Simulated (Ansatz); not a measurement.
# Rb2ThF6 (P-62m): how robust is the cRPA U?

Wanted: the sensitivity and cost of U and J for Rb2ThF6 (P-62m).

Calculated with Ansatz 0.2.0; constrained RPA on LDA, plane waves, PAW.

Most raw output is cut from this account.

## Step 1: Starting point

It takes space group P-62m (No. 189, hexagonal). The conventional cell has a = 6.850 Å, b = 6.850 Å, c = 3.830 Å, α = 90.00°, β = 90.00°, γ = 120.00°. Nearest to Rb lie 9 F at 2.75 to 2.91 Å. Nearest to Th lie 9 F at 2.44 to 2.47 Å. Nearest to F lie 2 Th at 2.44 Å and 2 Rb at 2.75 Å. Nearest to F lie 1 Th at 2.47 Å and 4 Rb at 2.91 Å. Farther neighbours and most contacts between anions are not listed.

As a file:

```cif
data_structure
_symmetry_space_group_name_H-M 'P-62m'
_symmetry_Int_Tables_number 189
_cell_length_a 6.8500
_cell_length_b 6.8500
_cell_length_c 3.8300
_cell_angle_alpha 90.000
_cell_angle_beta 90.000
_cell_angle_gamma 120.000
_cell_volume 155.64
loop_
_atom_site_label
_atom_site_type_symbol
_atom_site_symmetry_multiplicity
_atom_site_Wyckoff_symbol
_atom_site_fract_x
_atom_site_fract_y
_atom_site_fract_z
_atom_site_occupancy
Rb1 Rb 2 d 0.33333 0.66667 0.50000 1
Th1 Th 1 a 0.00000 0.00000 0.00000 1
F1 F 3 g 0.22000 0.00000 0.50000 1
F2 F 3 f 0.64000 0.00000 0.00000 1
```

The cell and positions come from the Crystallography Open Database and are kept as given unless a step says otherwise. The program's search for lower electronic states was switched off, so nothing shows that the state found is the lowest. Spin-orbit coupling is left out unless a step names it. The default PAW set here is soft_2. Its files were made with PBE.

## Step 2: Base: Th f, bands c1 to c7, 3×3×4 mesh, medium accuracy

Constrained RPA screens the interaction with every transition except those inside the target bands, which a later many-body model would treat itself.

The input, input.yaml:

```yaml
crystal:
  lattice:
    - [6.85, 0.0, 0.0]
    - [-3.425, 5.93227402, 0.0]
    - [0.0, 0.0, 3.83]
  atoms:
    - { symbol: Rb, position: [0.3333333333, 0.6666666667, 0.5] }
    - { symbol: Rb, position: [0.6666666667, 0.3333333333, 0.5] }
    - { symbol: Th, position: [0.0, 0.0, 0.0] }
    - { symbol: F, position: [0.22, 0.0, 0.5] }
    - { symbol: F, position: [0.78, 0.78, 0.5] }
    - { symbol: F, position: [0.0, 0.22, 0.5] }
    - { symbol: F, position: [0.64, 0.0, 0.0] }
    - { symbol: F, position: [0.36, 0.36, 0.0] }
    - { symbol: F, position: [0.0, 0.64, 0.0] }
kpoints:
  mp_grid: { grid: [6, 6, 8] }
hamiltonian:
  xc: lda
scf:
  occupations: { method: gaussian, width: 0.08 }
  n_extra_bands: 21
  max_iter: 150
  lower_state_search: "off"
output:
  crpa:
    kmesh: [3, 3, 4]
    target_bands: [c1, c7]
    projections: [{ species: Th, l: f, shell: 5 }]
  local_orbitals:
    kmesh: [6, 6, 8]
    orbitals: [{ species: Th, l: f, shell: 5 }]
    window: { bands: [c1, c7] }
    seedname: lo
```

The run is started by

```sh
> ansatz run input.yaml --threads 8 --pin off --max-ram 18432MiB --backend cpu --events-out ev --progress --plain --runs-dir out
```

Run time: 2.9 min. Hardware: 8 threads of Arm Neoverse V2, shared host; peak memory 1.5 GiB; 22 min of CPU time.

Numbers from this step:

| Item | Value |
| --- | --- |
| U | 6.581 eV |
| U prime (inter-orbital) | 5.885 eV |
| J | 0.3396 eV |
| bare V | 15.72 eV |
| bare J | 0.4699 eV |
| stated bound on U | 0.02280 eV |
| U over bare V | 0.4187 |
| electrons in the window | 0 |
| head of the constrained inverse dielectric matrix | 0.4161 |
| least eigenvalue of the projection's overlap | 0.7234 |
| target functions | 7 |
| bands in the sums | 86 |
| r.m.s. miss of the model bands | 2.81e-5 eV |
| width of the target bands | 0.6297 eV |
| weight of the projected orbitals in the window | 0.9180 |

On the Th f shell, screening brings the on-site interaction from 15.7 eV down to U = 6.58 eV.

## Step 3: Changed: 3×3×2 mesh

input.yaml: that of step 2 with these lines changed.

```diff
@@ -26,9 +26,4 @@
   crpa:
-    kmesh: [3, 3, 4]
+    kmesh: [3, 3, 2]
     target_bands: [c1, c7]
     projections: [{ species: Th, l: f, shell: 5 }]
-  local_orbitals:
-    kmesh: [6, 6, 8]
-    orbitals: [{ species: Th, l: f, shell: 5 }]
-    window: { bands: [c1, c7] }
-    seedname: lo
```

The job ended after 71 s (8 threads; peak memory 1.3 GiB).

Numbers from this step:

```yaml
u: 6.678 eV
u_prime_inter_orbital: 5.980 eV
j: 0.3395 eV
bare_v: 15.75 eV
bare_j: 0.4695 eV
stated_bound_on_u: 0.02325 eV
u_over_bare_v: 0.4241
electrons_in_the_window: 0
head_of_the_constrained_inverse_dielectric_matrix: 0.4138
least_eigenvalue_of_the_projection_s_overlap: 0.7234
target_functions: 7
bands_in_the_sums: 86
width_of_the_target_bands: 0.6297 eV
weight_of_the_projected_orbitals_in_the_window: 0.9180
```

On the Th f shell, screening brings the on-site interaction from 15.7 eV down to U = 6.68 eV.

## Step 4: Changed: sums over states

input.yaml: that of step 3 with these lines changed.

```diff
@@ -26,4 +26,7 @@
   crpa:
-    kmesh: [3, 3, 2]
+    kmesh: [3, 3, 4]
     target_bands: [c1, c7]
     projections: [{ species: Th, l: f, shell: 5 }]
+    accuracy: sum_over_states
+    n_empty_bands: 144
+    ecut_chi: 70
```

Wall time 19 s (8 threads); peak memory 1.9 GiB.

This variant gives U = 6.67 eV against 6.58 eV. It is a finite sum over empty states with no bound on its error and stays out of the table below.

## Step 5: Changed: accuracy high

input.yaml: that of step 4 with these lines changed.

```diff
@@ -29,4 +29,2 @@
     projections: [{ species: Th, l: f, shell: 5 }]
-    accuracy: sum_over_states
-    n_empty_bands: 144
-    ecut_chi: 70
+    accuracy: high
```

Run time: 5.4 min. Hardware: 8 threads; peak memory 1.6 GiB.

This step gave:

```
U                                                 : 6.586 eV
U prime (inter-orbital)                           : 5.890 eV
J                                                 : 0.3396 eV
bare V                                            : 15.72 eV
bare J                                            : 0.4699 eV
stated bound on U                                 : 9.86e-4 eV
U over bare V                                     : 0.4190
electrons in the window                           : 0
head of the constrained inverse dielectric matrix : 0.4160
least eigenvalue of the projection's overlap      : 0.7234
target functions                                  : 7
bands in the sums                                 : 86
width of the target bands                         : 0.6297 eV
weight of the projected orbitals in the window    : 0.9180
```

On the Th f shell, screening brings the on-site interaction from 15.7 eV down to U = 6.59 eV.

## Step 6: Changed: sums without a band count

input.yaml: that of step 5 with these lines changed.

```diff
@@ -29,2 +29,2 @@
     projections: [{ species: Th, l: f, shell: 5 }]
-    accuracy: high
+    accuracy: sum_over_states
```

Wall time 0.17 s (8 threads); peak memory 0.096 GiB.

The input was rejected at the start.

The program's message: “Error: 2 input errors — fix all and re-run”

The fault put into this input: sums without a band count.

## Step 7: Changed: r2SCAN

This step: constrained RPA on r2SCAN, plane waves, PAW.

input.yaml: that of step 6 with these lines changed.

```diff
@@ -18,3 +18,3 @@
 hamiltonian:
-  xc: lda
+  xc: r2scan
 scf:
@@ -29,2 +29 @@
     projections: [{ species: Th, l: f, shell: 5 }]
-    accuracy: sum_over_states
```

Elapsed: 4.5 min, on 8 threads; peak memory 2 GiB.

This step gave:

```yaml
u: 7.191 eV
u_prime_inter_orbital: 6.476 eV
j: 0.3488 eV
bare_v: 15.92 eV
bare_j: 0.4771 eV
stated_bound_on_u: 0.02849 eV
u_over_bare_v: 0.4516
electrons_in_the_window: 0
head_of_the_constrained_inverse_dielectric_matrix: 0.4523
least_eigenvalue_of_the_projection_s_overlap: 0.7950
target_functions: 7
bands_in_the_sums: 86
width_of_the_target_bands: 0.5983 eV
weight_of_the_projected_orbitals_in_the_window: 0.9257
```

On the Th f shell, screening brings the on-site interaction from 15.9 eV down to U = 7.19 eV.

## Step 8: Side by side

Times are wall times on 8 threads of Arm Neoverse V2, shared host, good to a factor of about two.

```tsv
run	bare V (eV)	U (eV)	J (eV)	bound on U (eV)	width (eV)	time
target window	15.72	6.581	0.340	0.0228	0.63	2.9 min
3×3×2 mesh	15.75	6.678	0.340	0.0233	0.63	71 s
accuracy high	15.72	6.586	0.340	0.0010	0.63	5.4 min
r2SCAN	15.92	7.191	0.349	0.0285	0.60	4.5 min
```

## Step 9: Summary of results

```
target window : U 6.58 eV, J 0.34 eV
3×3×2 mesh    : U 6.68 eV, J 0.34 eV
accuracy high : U 6.59 eV, J 0.34 eV
r2SCAN        : U 7.19 eV, J 0.35 eV
```

In words: 3×3×2 mesh moves U by +0.10 eV at 0.41 times the time. Accuracy high moves U by +0.01 eV (within the solver's bounds, for the mean over orbitals). r2SCAN moves U by +0.61 eV. The printed bound covers the solver alone, not the mesh, and no denser mesh than the base was run. The parent state is non-magnetic and the interaction static (zero frequency); U depends on the window and the orbitals, so it belongs to this model alone. Spin-orbit coupling, which is strong for atoms this heavy, is left out.

[Paths, hosts, dates, memory and timing lines, banners, echoed tables and standing remarks are left out of the program output.]

[Logs are printed without paths, hosts, clocks, repeated set-up lines and the standing remarks that a program may print on its own settings, such as how far it seeks lower states.]

[Runs of the session that timed out or met a known fault of the program may be left out.]

[Hosts, paths, dates, database ids (printed as entryN), source tags and the programs' standing remarks are cut or masked in the printed files.]
